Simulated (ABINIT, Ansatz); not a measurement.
# A GW chain in ABINIT: Na3OBr (Pm-3m)

Wanted: ground state, empty states, screening and self-energy for Na3OBr (Pm-3m).

Program: ABINIT 10.8.3. Level of theory: PBEsol and many-body steps on it, plane waves. Results are calculated unless marked as measured.

## (1) The structure

The structure is cubic, space group Pm-3m (No. 221). Conventional cell: a = 4.533 Å, b = 4.533 Å, c = 4.533 Å, α = 90.00°, β = 90.00°, γ = 90.00°. Nearest to Na lie 2 O at 2.27 Å and 8 Na at 3.21 Å and 4 Br at 3.21 Å. Nearest to Br lie 12 Na at 3.21 Å. Nearest to O lie 6 Na at 2.27 Å. Farther neighbours and most contacts between anions are not listed.

The cell and positions are those that the Materials Project relaxed with its own functionals (PBE, PBE+U or r2SCAN), kept fixed.

## (2) Ground state

This step: ABINIT 10.8.3; DFT, PBEsol, plane waves, norm-conserving pseudopotentials.

The ground-state density comes first.

Contents of run.abi:

```
acell 3*1.0 Angstrom
rprim 
  4.533130000000 0.000000000000 0.000000000000
  0.000000000000 4.533130000000 0.000000000000
  0.000000000000 0.000000000000 4.533130000000
ntypat 3
znucl 11 35 8
natom 5
typat 1 1 1 2 3
xred 
  0.000000000000 0.500000000000 0.500000000000
  0.500000000000 0.000000000000 0.500000000000
  0.500000000000 0.500000000000 0.000000000000
  0.000000000000 0.000000000000 0.000000000000
  0.500000000000 0.500000000000 0.500000000000
pp_dirpath "pseudos"
pseudos "Na.upf, Br.upf, O.upf"
ecut 38
ngkpt 4 4 4
nshiftk 1
shiftk 0 0 0
kptopt 1
chksymbreak 0
nband 26
occopt 1
tolvrs 1e-10
nstep 60
prtwf 0
optforces 0
optstress 0
indata_prefix "in"
outdata_prefix "out"
tmpdata_prefix "tmp"
```

Command:

```console
> OMP_NUM_THREADS=1 mpirun -n 4 abinit run.abi > log
```

Numbers of over 12 decimals in the logs are rounded to 6 here.

The log of the run:

```text
.Version 10.8.3 of ABINIT. v10.8.2 released Aug 2026.

 Symmetries : space group Pm -3 m (#221); Bravais cP (primitive cubic)
================================================================================
 Values of the parameters that define the memory need of the present run
     intxc =       0    ionmov =       0      iscf =       7    lmnmax =       6
     lnmax =       6     mgfft =      48  mpssoang =       3    mqgrid =    3001
     natom =       5  nloc_mem =       1    nspden =       1   nspinor =       1
    nsppol =       1      nsym =      48    n1xccc =    2501    ntypat =       3
    occopt =       1   xclevel =       2
-    mband =          26        mffmem =           1         mkmem =           3
       mpw =        7064          nfft =      110592          nkpt =          10
================================================================================
  Rough estimation (10% accuracy) of disk space for files :
================================================================================

--------------------------------------------------------------------------------
------------- Echo of variables that govern the present computation ------------
--------------------------------------------------------------------------------
 -outvars: echo values of preprocessed input variables --------
            acell      1.8897261259E+00  1.8897261259E+00  1.8897261259E+00 Bohr

      chksymbreak           0
             ecut      3.80000000E+01 Hartree
-          fftalg         312

              ixc     -116133
              kpt      0.00000000E+00  0.00000000E+00  0.00000000E+00
                       2.50000000E-01  0.00000000E+00  0.00000000E+00
                       5.00000000E-01  0.00000000E+00  0.00000000E+00
                       2.50000000E-01  2.50000000E-01  0.00000000E+00
                       5.00000000E-01  2.50000000E-01  0.00000000E+00
                       5.00000000E-01  5.00000000E-01  0.00000000E+00
                       2.50000000E-01  2.50000000E-01  2.50000000E-01
                       5.00000000E-01  2.50000000E-01  2.50000000E-01
                       5.00000000E-01  5.00000000E-01  2.50000000E-01
                       5.00000000E-01  5.00000000E-01  5.00000000E-01
         kptrlatt        4    0    0      0    4    0      0    0    4
          kptrlen      3.42654968E+01
P           mkmem           3
            natom           5
            nband          26
            ngfft          48      48      48
             nkpt          10
            nstep          60
             nsym          48
           ntypat           3
              occ      2.000000  2.000000  2.000000  2.000000  2.000000  2.000000
                       2.000000  2.000000  2.000000  2.000000  2.000000  2.000000
                       2.000000  2.000000  2.000000  2.000000  2.000000  2.000000
                       2.000000  2.000000  0.000000  0.000000  0.000000  0.000000
                       0.000000  0.000000
        optforces           0
        optstress           0
            prtwf           0
            rprim      4.5331300000E+00  0.0000000000E+00  0.0000000000E+00
                       0.0000000000E+00  4.5331300000E+00  0.0000000000E+00
[...]
spgroup         221

           tolvrs      1.00000000E-10

             xred      0.0000000000E+00  5.0000000000E-01  5.0000000000E-01
[...]
znucl       11.00000   35.00000    8.00000

================================================================================

 chkinp: Checking input parameters for consistency.

================================================================================
== DATASET  1 ==================================================================
-   mpi_nproc: 4, omp_nthreads: 1 (-1 if OMP is not activated)

--- !DatasetInfo
iteration_state: {dtset: 1, }
dimensions: {natom: 5, nkpt: 10, mband: 26, nsppol: 1, nspinor: 1, nspden: 1, mpw: 7064, }
cutoff_energies: {ecut:  38.0, pawecutdg:  -1.0, }
electrons: {nelect:   4.00000000E+01, charge:   0.00000000E+00, occopt:   1.00000000E+00, tsmear:   1.00000000E-02, }

 Real(R)+Recip(G) space primitive vectors, cartesian coordinates (Bohr,Bohr^-1):
 R(1)=  8.5663742  0.0000000  0.0000000  G(1)=  0.1167355  0.0000000  0.0000000
 R(2)=  0.0000000  8.5663742  0.0000000  G(2)=  0.0000000  0.1167355  0.0000000
 R(3)=  0.0000000  0.0000000  8.5663742  G(3)=  0.0000000  0.0000000  0.1167355
 Unit cell volume ucvol=  6.2862424E+02 bohr^3
 Angles (23,13,12)=  9.00000000E+01  9.00000000E+01  9.00000000E+01 degrees

 getcut: wavevector=  0.0000  0.0000  0.0000  ngfft=  48  48  48
         ecut(hartree)=     38.000   => boxcut(ratio)=   2.01924

--- Pseudopotential description ------------------------------------------------
- Na Generated using ONCVPSP code by D. R. Hamann
- 11.00000   9.00000  180301                  znucl, zion, pspdat
12 -116133 1 -1 2016                          pspcod,pspxc,lmax,lloc,mmax
     nproj     2     2     0
  pspatm : epsatm=    9.32918808
         --- l  ekb(1:nproj) -->
[...]
pspatm: atomic psp has been read  and splines computed

- Br Generated using ONCVPSP code by D. R. Hamann
- 35.00000   7.00000  180301                  znucl, zion, pspdat
12 -116133 2 -1 1098                          pspcod,pspxc,lmax,lloc,mmax
     nproj     2     2     2
  pspatm : epsatm=   10.94932683
         --- l  ekb(1:nproj) -->
[...]
pspatm: atomic psp has been read  and splines computed

- O Generated using ONCVPSP code by D. R. Hamann
-  8.00000   6.00000  180301                  znucl, zion, pspdat
12 -116133 2 -1 936                           pspcod,pspxc,lmax,lloc,mmax
     nproj     2     2     1
  pspatm : epsatm=    6.22910120
         --- l  ekb(1:nproj) -->
[...]
2   -1.335834
 pspatm: atomic psp has been read  and splines computed

   1.80663969E+03                                ecore*ucvol(ha*bohr**3)
--------------------------------------------------------------------------------

_setup2: Arith. and geom. avg. npw (full set) are    7033.234    7033.199

================================================================================

--- !BeginCycle
iteration_state: {dtset: 1, }
solver: {iscf: 7, nstep: 60, nline: 4, wfoptalg: 0, }
tolerances: {tolvrs: 1.00E-10, }

     iter   Etot(hartree)      deltaE(h)  residm     vres2
 ETOT  1  -168.78071418628    -1.688E+02 2.415E-01 1.896E+03
 ETOT  2  -168.51672099183     2.640E-01 8.341E-03 2.657E+03
 ETOT  3  -169.19517892827    -6.785E-01 9.270E-03 4.403E+02
 ETOT  4  -169.26308409047    -6.791E-02 1.160E-03 5.284E+01
 ETOT  5  -169.26916123637    -6.077E-03 3.712E-04 3.566E+00
 ETOT  6  -169.26974112704    -5.799E-04 9.763E-05 7.103E-02
 ETOT  7  -169.26974710090    -5.974E-06 6.576E-05 3.121E-03
 ETOT  8  -169.26974752279    -4.219E-07 3.955E-05 7.721E-04
 ETOT  9  -169.26974764527    -1.225E-07 5.011E-05 7.866E-05
 ETOT 10  -169.26974765389    -8.626E-09 3.184E-05 1.858E-06
 ETOT 11  -169.26974765402    -1.304E-10 3.987E-05 1.123E-08
 ETOT 12  -169.26974765400     1.739E-11 2.530E-05 1.970E-10
 ETOT 13  -169.26974765401    -6.025E-12 3.124E-05 1.410E-11

 At SCF step   13       vres2   =  1.41E-11 < tolvrs=  1.00E-10 =>converged.

--- !ResultsGS
iteration_state: {dtset: 1, }
comment   : Summary of ground state results
lattice_vectors:
- [  8.5663742,   0.0000000,   0.0000000, ]
- [  0.0000000,   8.5663742,   0.0000000, ]
- [  0.0000000,   0.0000000,   8.5663742, ]
lattice_lengths: [   8.56637,    8.56637,    8.56637, ]
lattice_angles: [ 90.000,  90.000,  90.000, ] # degrees, (23, 13, 12)
lattice_volume:   6.2862424E+02
convergence: {deltae: -6.025E-12, res2:  1.410E-11, residm:  3.124E-05, diffor:  0.000E+00, }
etotal    :  -1.69269748E+02
entropy   :   0.00000000E+00
fermie    :   5.70030538E-02
cartesian_stress_tensor: null
pressure_GPa: null
xred      :
- [  0.0000E+00,   5.0000E-01,   5.0000E-01, Na]
- [  5.0000E-01,   0.0000E+00,   5.0000E-01, Na]
- [  5.0000E-01,   5.0000E-01,   0.0000E+00, Na]
- [  0.0000E+00,   0.0000E+00,   0.0000E+00, Br]
- [  5.0000E-01,   5.0000E-01,   5.0000E-01,  O]
cartesian_forces: null
force_length_stats: {min: null, max: null, mean: null, }

 Integrated electronic density in atomic spheres:
 ------------------------------------------------
 Atom  Sphere_radius  Integrated_density
[...]
================================================================================

 ----iterations are completed or convergence reached----

 Mean square residual over all n,k,spin=   12.228E-08; max=  31.243E-06
 reduced coordinates (array xred) for    5 atoms
       0.000000000000      0.500000000000      0.500000000000
       0.500000000000      0.000000000000      0.500000000000
       0.500000000000      0.500000000000      0.000000000000
       0.000000000000      0.000000000000      0.000000000000
       0.500000000000      0.500000000000      0.500000000000
 rms dE/dt=  0.0000E+00; max dE/dt=  0.0000E+00; dE/dt below (all hartree)
    1       0.000000000000      0.000000000000      0.000000000000
    2       0.000000000000      0.000000000000      0.000000000000
    3       0.000000000000      0.000000000000      0.000000000000
    4       0.000000000000      0.000000000000      0.000000000000
    5       0.000000000000      0.000000000000      0.000000000000

 cartesian coordinates (angstrom) at end:
    1      0.000000     2.266565     2.266565
    2      2.266565     0.000000     2.266565
    3      2.266565     2.266565     0.000000
    4      0.000000     0.000000     0.000000
    5      2.266565     2.266565     2.266565
 length scales=  1.889726125908  1.889726125908  1.889726125908 bohr
              =  1.000000000000  1.000000000000  1.000000000000 angstroms
 prteigrs : about to open file out_EIG
 Fermi (or HOMO) energy (hartree) =   0.05700   Average Vxc (hartree)=  -0.32039
 Eigenvalues (hartree) for nkpt=  10  k points:
 kpt#   1, nband= 26, wtk=  0.01563, kpt=  0.0000  0.0000  0.0000 (reduced coord)
  -1.77847   -1.77787   -1.77787   -0.75700   -0.75700   -0.75700   -0.75569   -0.75569
  -0.75569   -0.74764   -0.74764   -0.74764   -0.48526   -0.46766   -0.04253   -0.04253
  -0.04253    0.05700    0.05700    0.05700    0.12902    0.23659    0.23659    0.39029
   0.39029    0.39029
 prteigrs : prtvol=0 or 1, do not print more k-points.

--- !EnergyTerms
iteration_state     : {dtset: 1, }
comment             : Components of total free energy in Hartree
kinetic             :  9.88883795370061E+01
hartree             :  6.17904875388076E+01
xc                  : -2.96476865232816E+01
Ewald energy        : -8.94413920205960E+01
psp_core            :  2.87395804323535E+00
local_psp           : -1.68924516598805E+02
non_local_psp       : -4.48089776303767E+01
total_energy        : -1.69269747654010E+02
total_energy_eV     : -4.60606448317301E+03
band_energy         : -2.61795467309805E+01

== END DATASET(S) ==============================================================
================================================================================

 -outvars: echo values of variables after computation  --------
           etotal     -1.6926974765E+02
            nband          26
             nkpt          10
          spgroup         221
 [... the other variables as echoed above ...]

 Calculation completed.
```

Run time: 24 s. Hardware: 4 MPI ranks of Arm Neoverse V1, shared host; peak memory 0.35 GiB; 97 s of CPU time.

Numbers from this step:

| Item | Value |
| --- | --- |
| total energy | -4606.0645 eV |
| gap | 1.960 eV |
| k of the valence top | 0, 0, 0 |
| k of the conduction bottom | 0, 0, 0 |
| least direct gap | 1.960 eV |

The gap is direct, at Γ.

(Continued in part 2 of 3.)

[Paths, hosts, dates, memory and timing lines, banners, echoed tables and standing remarks are left out of the program output.]

[Logs are printed without paths, hosts, clocks, repeated set-up lines and the standing remarks that a program may print on its own settings, such as how far it seeks lower states.]

[Runs of the session that timed out or met a known fault of the program may be left out.]

[No measured gap is set beside runs whose start may be inverted or whose files or cutoffs have a known fault.]

[Hosts, paths, dates, database ids (printed as entryN), source tags and the programs' standing remarks are cut or masked in the printed files.]

[G0W0 gaps are taken among the corrected bands and points alone; a level outside them can change the order at an edge.]

[Where Ansatz stands beside ABINIT at settings called matched, ABINIT's density can come from a denser mesh and the files from another edition; pairs whose starting gaps differed by over 0.03 eV were left out, so agreement reads better than it is.]
